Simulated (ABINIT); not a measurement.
# RbHgH3 (Pm-3m): zone-centre phonons, part 3 of 4

Aim: the zone-centre modes of RbHgH3 (Pm-3m).

ABINIT 10.8.3; DFT LDA, scalar-relativistic, plane waves, PseudoDojo norm-conserving pseudopotentials.

So far. Step 5 (Relaxing the cell and atoms): The volume changes by +0.3 % in this run and stands -33.3 % from the first cell. Step 7 (Linear response at Γ): The acoustic modes at Γ come out as far as 3.7 cm⁻¹ from zero, where they should vanish, a small numerical error. The relaxed cell has a = 4.058 Å (conventional setting).

The structure was built from a prototype and need not be the compound's stable phase.

## Step 8: Modes with the sum rule

anaddb reads the merged derivatives and imposes the acoustic sum rule.

File anaddb.abi:

```
ddb_filepath "gamma_DDB"
output_file "anaddb.abo"
outdata_prefix "anaddb"
asr 1
chneut 1
enunit 2
eivec 1
nph1l 1
qph1l 0.0 0.0 0.0 1.0
```

File mrgddb.in:

```
gamma_DDB
merged
2
dfpt_gammao_DDB
gso_DDB
```

On the command line:

```bash
mrgddb < mrgddb.in > mrgddb.log
OMP_NUM_THREADS=1 anaddb anaddb.abi > anaddb.log
```

anaddb.abo, the main output file:

```text
-outvars_anaddb: echo values of input variables ----------------------

 Miscellaneous information :
      enunit         2
       eivec         1
         asr         1
 First list of wavevector (reduced coord.) :
       nph1l         1
       qph1l
                     0.00000000E+00  0.00000000E+00  0.00000000E+00    1.000E+00

================================================================================

 read the DDB information and perform some checks

  ==== Info on the Cryst% object ====
 Real(R)+Recip(G) space primitive vectors, cartesian coordinates (Bohr,Bohr^-1):
 R(1)=  7.6686317  0.0000000  0.0000000  G(1)=  0.1304014  0.0000000  0.0000000
 R(2)=  0.0000000  7.6686317  0.0000000  G(2)=  0.0000000  0.1304014  0.0000000
 R(3)=  0.0000000  0.0000000  7.6686317  G(3)=  0.0000000  0.0000000  0.1304014
 Unit cell volume ucvol=  4.5097621E+02 bohr^3
 Angles (23,13,12)=  9.00000000E+01  9.00000000E+01  9.00000000E+01 degrees
 Time-reversal symmetry is present
 Reduced atomic positions [iatom, xred, symbol]:
    1)    0.0000000  0.0000000  0.0000000  Rb
    2)    0.5000000  0.5000000  0.5000000  Hg
    3)    0.5000000  0.5000000  0.0000000   H
    4)    0.5000000  0.0000000  0.5000000   H
    5)    0.0000000  0.5000000  0.5000000   H

 DDB file with 3 blocks has been read.

================================================================================

 Treat the first list of vectors

  Phonon wavevector (reduced coordinates) :  0.00000  0.00000  0.00000
 Phonon energies in Hartree :
   0.000000E+00  0.000000E+00  0.000000E+00  4.480900E-04  4.480900E-04
   4.480900E-04  2.645327E-03  2.645327E-03  2.645327E-03  3.143138E-03
   3.143138E-03  3.143138E-03  4.687157E-03  4.687157E-03  4.687157E-03
 Phonon energies in meV     :
-  0.000000E+00  0.000000E+00  0.000000E+00  1.219315E+01  1.219315E+01
-  1.219315E+01  7.198302E+01  7.198302E+01  7.198302E+01  8.552913E+01
-  8.552913E+01  8.552913E+01  1.275440E+02  1.275440E+02  1.275440E+02
 Phonon frequencies in cm-1    :
-  0.000000E+00  0.000000E+00  0.000000E+00  9.834438E+01  9.834438E+01
-  9.834438E+01  5.805822E+02  5.805822E+02  5.805822E+02  6.898390E+02
-  6.898390E+02  6.898390E+02  1.028712E+03  1.028712E+03  1.028712E+03
 Phonon frequencies in Thz     :
-  0.000000E+00  0.000000E+00  0.000000E+00  2.948290E+00  2.948290E+00
-  2.948290E+00  1.740542E+01  1.740542E+01  1.740542E+01  2.068085E+01
-  2.068085E+01  2.068085E+01  3.084001E+01  3.084001E+01  3.084001E+01
 Phonon energies in Kelvin  :
-  0.000000E+00  0.000000E+00  0.000000E+00  1.414956E+02  1.414956E+02
-  1.414956E+02  8.353282E+02  8.353282E+02  8.353282E+02  9.925244E+02
-  9.925244E+02  9.925244E+02  1.480087E+03  1.480087E+03  1.480087E+03

 Eigendisplacements
 (will be given, for each mode : in cartesian coordinates
   for each atom the real part of the displacement vector,
   then the imaginary part of the displacement vector - absolute values smaller than 1.0d-7 are set to zero)
  Mode number    1   Energy    0.000000E+00
 Attention : low frequency mode.
   (Could be unstable or acoustic mode)
-  1  0.00000000E+00  0.00000000E+00 -1.37755761E-03
-     0.00000000E+00  0.00000000E+00  0.00000000E+00
-  2  0.00000000E+00  0.00000000E+00 -1.37755712E-03
-     0.00000000E+00  0.00000000E+00  0.00000000E+00
-  3  0.00000000E+00  0.00000000E+00 -1.37756051E-03
-     0.00000000E+00  0.00000000E+00  0.00000000E+00
-  4  0.00000000E+00  0.00000000E+00 -1.37757745E-03
-     0.00000000E+00  0.00000000E+00  0.00000000E+00
-  5  0.00000000E+00  0.00000000E+00 -1.37757745E-03
-     0.00000000E+00  0.00000000E+00  0.00000000E+00
  Mode number    2   Energy    0.000000E+00
 Attention : low frequency mode.
   (Could be unstable or acoustic mode)
-  1  0.00000000E+00 -1.37755761E-03  0.00000000E+00
-     0.00000000E+00  0.00000000E+00  0.00000000E+00
-  2  0.00000000E+00 -1.37755712E-03  0.00000000E+00
-     0.00000000E+00  0.00000000E+00  0.00000000E+00
-  3  0.00000000E+00 -1.37757745E-03  0.00000000E+00
-     0.00000000E+00  0.00000000E+00  0.00000000E+00
-  4  0.00000000E+00 -1.37756051E-03  0.00000000E+00
-     0.00000000E+00  0.00000000E+00  0.00000000E+00
-  5  0.00000000E+00 -1.37757745E-03  0.00000000E+00
-     0.00000000E+00  0.00000000E+00  0.00000000E+00
  Mode number    3   Energy    0.000000E+00
 Attention : low frequency mode.
   (Could be unstable or acoustic mode)
-  1  1.37755761E-03  0.00000000E+00  0.00000000E+00
-     0.00000000E+00  0.00000000E+00  0.00000000E+00
-  2  1.37755712E-03  0.00000000E+00  0.00000000E+00
-     0.00000000E+00  0.00000000E+00  0.00000000E+00
-  3  1.37757745E-03  0.00000000E+00  0.00000000E+00
-     0.00000000E+00  0.00000000E+00  0.00000000E+00
-  4  1.37757745E-03  0.00000000E+00  0.00000000E+00
-     0.00000000E+00  0.00000000E+00  0.00000000E+00
-  5  1.37756051E-03  0.00000000E+00  0.00000000E+00
-     0.00000000E+00  0.00000000E+00  0.00000000E+00
  Mode number    4   Energy    4.480900E-04
-  1  0.00000000E+00  0.00000000E+00 -2.11411603E-03
-     0.00000000E+00  0.00000000E+00  0.00000000E+00
-  2  0.00000000E+00  0.00000000E+00  9.08625023E-04
-     0.00000000E+00  0.00000000E+00  0.00000000E+00
-  3  0.00000000E+00  0.00000000E+00 -1.96323984E-04
-     0.00000000E+00  0.00000000E+00  0.00000000E+00
-  4  0.00000000E+00  0.00000000E+00 -6.81726690E-04
-     0.00000000E+00  0.00000000E+00  0.00000000E+00
-  5  0.00000000E+00  0.00000000E+00 -6.81726690E-04
-     0.00000000E+00  0.00000000E+00  0.00000000E+00
  Mode number    5   Energy    4.480900E-04
-  1  0.00000000E+00 -2.11411603E-03  0.00000000E+00
-     0.00000000E+00  0.00000000E+00  0.00000000E+00
-  2  0.00000000E+00  9.08625023E-04  0.00000000E+00
-     0.00000000E+00  0.00000000E+00  0.00000000E+00
-  3  0.00000000E+00 -6.81726690E-04  0.00000000E+00
-     0.00000000E+00  0.00000000E+00  0.00000000E+00
-  4  0.00000000E+00 -1.96323984E-04  0.00000000E+00
-     0.00000000E+00  0.00000000E+00  0.00000000E+00
-  5  0.00000000E+00 -6.81726690E-04  0.00000000E+00
-     0.00000000E+00  0.00000000E+00  0.00000000E+00
  Mode number    6   Energy    4.480900E-04
-  1  2.11411603E-03  0.00000000E+00  0.00000000E+00
-     0.00000000E+00  0.00000000E+00  0.00000000E+00
-  2 -9.08625023E-04  0.00000000E+00  0.00000000E+00
-     0.00000000E+00  0.00000000E+00  0.00000000E+00
-  3  6.81726690E-04  0.00000000E+00  0.00000000E+00
-     0.00000000E+00  0.00000000E+00  0.00000000E+00
-  4  6.81726690E-04  0.00000000E+00  0.00000000E+00
-     0.00000000E+00  0.00000000E+00  0.00000000E+00
-  5  1.96323984E-04  0.00000000E+00  0.00000000E+00
-     0.00000000E+00  0.00000000E+00  0.00000000E+00
  Mode number    7   Energy    2.645327E-03
-  1  0.00000000E+00  0.00000000E+00  2.26310390E-04
-     0.00000000E+00  0.00000000E+00  0.00000000E+00
-  2  0.00000000E+00  0.00000000E+00  1.04410500E-04
-     0.00000000E+00  0.00000000E+00  0.00000000E+00
-  3 -3.46484141E-07 -6.88228179E-07 -1.14498446E-02
-     0.00000000E+00  0.00000000E+00  0.00000000E+00
-  4 -3.46484141E-07 -5.52634719E-07 -1.42591579E-02
-     0.00000000E+00  0.00000000E+00  0.00000000E+00
-  5 -2.78220468E-07 -6.88228179E-07 -1.42591579E-02
-     0.00000000E+00  0.00000000E+00  0.00000000E+00
  Mode number    8   Energy    2.645327E-03
-  1  0.00000000E+00 -2.26310386E-04  0.00000000E+00
-     0.00000000E+00  0.00000000E+00  0.00000000E+00
-  2  0.00000000E+00 -1.04410498E-04  0.00000000E+00
-     0.00000000E+00  0.00000000E+00  0.00000000E+00
-  3 -2.85120407E-06  1.42591576E-02 -5.52579077E-07
-     0.00000000E+00  0.00000000E+00  0.00000000E+00
-  4 -2.85120407E-06  1.14498444E-02 -6.88158884E-07
-     0.00000000E+00  0.00000000E+00  0.00000000E+00
-  5 -2.28946505E-06  1.42591576E-02 -6.88158884E-07
-     0.00000000E+00  0.00000000E+00  0.00000000E+00
  Mode number    9   Energy    2.645327E-03
-  1  2.26310386E-04  0.00000000E+00  0.00000000E+00
-     0.00000000E+00  0.00000000E+00  0.00000000E+00
-  2  1.04410498E-04  0.00000000E+00  0.00000000E+00
-     0.00000000E+00  0.00000000E+00  0.00000000E+00
-  3 -1.42591576E-02 -2.85118735E-06  2.78330965E-07
-     0.00000000E+00  0.00000000E+00  0.00000000E+00
-  4 -1.42591576E-02 -2.28945162E-06  3.46621749E-07
-     0.00000000E+00  0.00000000E+00  0.00000000E+00
-  5 -1.14498444E-02 -2.85118735E-06  3.46621749E-07
-     0.00000000E+00  0.00000000E+00  0.00000000E+00
  Mode number   10   Energy    3.143138E-03
-  1  0.00000000E+00  0.00000000E+00  0.00000000E+00
-     0.00000000E+00  0.00000000E+00  0.00000000E+00
-  2  0.00000000E+00  0.00000000E+00  0.00000000E+00
-     0.00000000E+00  0.00000000E+00  0.00000000E+00
-  3  0.00000000E+00  5.69965786E-07  0.00000000E+00
-     0.00000000E+00  0.00000000E+00  0.00000000E+00
-  4  0.00000000E+00  0.00000000E+00  1.64963404E-02
-     0.00000000E+00  0.00000000E+00  0.00000000E+00
-  5  0.00000000E+00 -5.69965786E-07 -1.64963404E-02
-     0.00000000E+00  0.00000000E+00  0.00000000E+00
  Mode number   11   Energy    3.143138E-03
-  1  0.00000000E+00  0.00000000E+00  0.00000000E+00
-     0.00000000E+00  0.00000000E+00  0.00000000E+00
-  2  0.00000000E+00  0.00000000E+00  0.00000000E+00
-     0.00000000E+00  0.00000000E+00  0.00000000E+00
-  3  2.68807420E-07 -1.64963404E-02  0.00000000E+00
-     0.00000000E+00  0.00000000E+00  0.00000000E+00
-  4 -2.68807420E-07  0.00000000E+00  5.69965783E-07
-     0.00000000E+00  0.00000000E+00  0.00000000E+00
-  5  0.00000000E+00  1.64963404E-02 -5.69965783E-07
-     0.00000000E+00  0.00000000E+00  0.00000000E+00
  Mode number   12   Energy    3.143138E-03
-  1  0.00000000E+00  0.00000000E+00  0.00000000E+00
-     0.00000000E+00  0.00000000E+00  0.00000000E+00
-  2  0.00000000E+00  0.00000000E+00  0.00000000E+00
-     0.00000000E+00  0.00000000E+00  0.00000000E+00
-  3  1.64963404E-02  2.68807415E-07  0.00000000E+00
-     0.00000000E+00  0.00000000E+00  0.00000000E+00
-  4 -1.64963404E-02  0.00000000E+00  0.00000000E+00
-     0.00000000E+00  0.00000000E+00  0.00000000E+00
-  5  0.00000000E+00 -2.68807415E-07  0.00000000E+00
-     0.00000000E+00  0.00000000E+00  0.00000000E+00
  Mode number   13   Energy    4.687157E-03
-  1  0.00000000E+00  0.00000000E+00  1.37335704E-05
-     0.00000000E+00  0.00000000E+00  0.00000000E+00
-  2  0.00000000E+00  0.00000000E+00 -2.58301017E-05
-     0.00000000E+00  0.00000000E+00  0.00000000E+00
-  3  0.00000000E+00  0.00000000E+00  2.02786424E-02
-     0.00000000E+00  0.00000000E+00  0.00000000E+00
-  4  0.00000000E+00  0.00000000E+00 -8.15126944E-03
-     0.00000000E+00  0.00000000E+00  0.00000000E+00
-  5  0.00000000E+00  0.00000000E+00 -8.15126944E-03
-     0.00000000E+00  0.00000000E+00  0.00000000E+00
  Mode number   14   Energy    4.687157E-03
-  1  0.00000000E+00  1.37335703E-05  0.00000000E+00
-     0.00000000E+00  0.00000000E+00  0.00000000E+00
-  2  0.00000000E+00 -2.58301015E-05  0.00000000E+00
-     0.00000000E+00  0.00000000E+00  0.00000000E+00
-  3 -9.91592848E-07 -8.15126938E-03  0.00000000E+00
-     0.00000000E+00  0.00000000E+00  0.00000000E+00
-  4 -9.91592848E-07  2.02786423E-02  0.00000000E+00
-     0.00000000E+00  0.00000000E+00  0.00000000E+00
-  5  2.46687426E-06 -8.15126938E-03  0.00000000E+00
-     0.00000000E+00  0.00000000E+00  0.00000000E+00
  Mode number   15   Energy    4.687157E-03
-  1  1.37335703E-05  0.00000000E+00  0.00000000E+00
-     0.00000000E+00  0.00000000E+00  0.00000000E+00
-  2 -2.58301015E-05  0.00000000E+00  0.00000000E+00
-     0.00000000E+00  0.00000000E+00  0.00000000E+00
-  3 -8.15126938E-03  9.91592848E-07  0.00000000E+00
-     0.00000000E+00  0.00000000E+00  0.00000000E+00
-  4 -8.15126938E-03 -2.46687426E-06  0.00000000E+00
-     0.00000000E+00  0.00000000E+00  0.00000000E+00
-  5  2.02786423E-02  9.91592848E-07  0.00000000E+00
-     0.00000000E+00  0.00000000E+00  0.00000000E+00

 Analysis of degeneracies and characters (maximum tolerance=1.00E-06 a.u.)
 For each vibration mode, or group of modes if degenerate,
 the characters are given for each symmetry operation (see the list in the log file).
 Symmetry characters of vibration mode #   1
       degenerate with vibration modes #   2 to    3
  3.0 -3.0 -1.0  1.0 -1.0  1.0 -1.0  1.0  1.0 -1.0 -1.0  1.0  1.0 -1.0 -1.0  1.0
  0.0 -0.0  0.0 -0.0 -0.0  0.0 -0.0  0.0  1.0 -1.0 -1.0  1.0 -1.0  1.0  1.0 -1.0
  0.0 -0.0 -0.0  0.0 -0.0  0.0  0.0 -0.0  1.0 -1.0  1.0 -1.0 -1.0  1.0 -1.0  1.0
 Symmetry characters of vibration mode #   4
       degenerate with vibration modes #   5 to    6
  3.0 -3.0 -1.0  1.0 -1.0  1.0 -1.0  1.0  1.0 -1.0 -1.0  1.0  1.0 -1.0 -1.0  1.0
  0.0 -0.0  0.0 -0.0 -0.0  0.0 -0.0  0.0  1.0 -1.0 -1.0  1.0 -1.0  1.0  1.0 -1.0
  0.0 -0.0 -0.0  0.0 -0.0  0.0  0.0 -0.0  1.0 -1.0  1.0 -1.0 -1.0  1.0 -1.0  1.0
 Symmetry characters of vibration mode #   7
       degenerate with vibration modes #   8 to    9
  3.0 -3.0 -1.0  1.0 -1.0  1.0 -1.0  1.0  1.0 -1.0 -1.0  1.0  1.0 -1.0 -1.0  1.0
  0.0 -0.0  0.0 -0.0 -0.0  0.0 -0.0  0.0  1.0 -1.0 -1.0  1.0 -1.0  1.0  1.0 -1.0
  0.0 -0.0 -0.0  0.0 -0.0  0.0  0.0 -0.0  1.0 -1.0  1.0 -1.0 -1.0  1.0 -1.0  1.0
 Symmetry characters of vibration mode #  10
       degenerate with vibration modes #  11 to   12
  3.0 -3.0 -1.0  1.0 -1.0  1.0 -1.0  1.0 -1.0  1.0  1.0 -1.0 -1.0  1.0  1.0 -1.0
  0.0 -0.0  0.0 -0.0 -0.0  0.0 -0.0  0.0 -1.0  1.0  1.0 -1.0  1.0 -1.0 -1.0  1.0
  0.0 -0.0 -0.0  0.0 -0.0  0.0  0.0 -0.0 -1.0  1.0 -1.0  1.0  1.0 -1.0  1.0 -1.0
 Symmetry characters of vibration mode #  13
       degenerate with vibration modes #  14 to   15
  3.0 -3.0 -1.0  1.0 -1.0  1.0 -1.0  1.0  1.0 -1.0 -1.0  1.0  1.0 -1.0 -1.0  1.0
  0.0 -0.0 -0.0  0.0 -0.0  0.0  0.0 -0.0  1.0 -1.0 -1.0  1.0 -1.0  1.0  1.0 -1.0
  0.0 -0.0 -0.0  0.0  0.0 -0.0 -0.0  0.0  1.0 -1.0  1.0 -1.0 -1.0  1.0 -1.0  1.0
-
```

Elapsed: 0.51 s, on 1 thread of Arm Neoverse V2, shared host.

This step gave:

* lowest optical zone-centre mode: 98.34 cm⁻¹

No LO-TO term; unit eigenvectors of the mass-weighted matrix, from anaddb's displacements. The modes at Γ (shares of kinetic energy by element, %):

```
mode  frequency (cm⁻¹)  symmetry  Rb %  Hg %  H %
   1               0.0  acoustic    30    69    1
   2               0.0  acoustic    30    69    1
   3               0.0  acoustic    30    69    1
   4              98.3       T1u    70    30    0
   5              98.3       T1u    70    30    0
   6              98.3       T1u    70    30    0
   7             580.6       T1u     1     0   99
   8             580.6       T1u     1     0   99
   9             580.6       T1u     1     0   99
  10             689.8       T2u     0     0  100
  11             689.8       T2u     0     0  100
  12             689.8       T2u     0     0  100
  13            1028.7       T1u     0     0  100
  14            1028.7       T1u     0     0  100
  15            1028.7       T1u     0     0  100
```

Displacements in mode 4 (98.3 cm⁻¹), the largest set to 1:
```
Rb1  0.00  0.00 -1.00
Hg2  0.00  0.00  0.43
H3   0.00  0.00 -0.09
H4   0.00  0.00 -0.32
H5   0.00  0.00 -0.32
```

Displacements in mode 10 (689.8 cm⁻¹), the largest set to 1:
```
Rb1  0.00  0.00  0.00
Hg2  0.00  0.00  0.00
H3   0.00  0.00  0.00
H4   0.00  0.00  1.00
H5   0.00  0.00 -1.00
```

The rule moves no optical mode by more than 0.2 cm⁻¹.

(Continued in part 4 of 4.)

[Host names and launcher messages were left out of these logs when they were recorded.]

[Logs are printed without paths, hosts, clocks, repeated set-up lines and the standing remarks that a program may print on its own settings, such as how far it seeks lower states.]

[Hosts, paths, dates, database ids (printed as entryN), source tags and the programs' standing remarks are cut or masked in the printed files.]
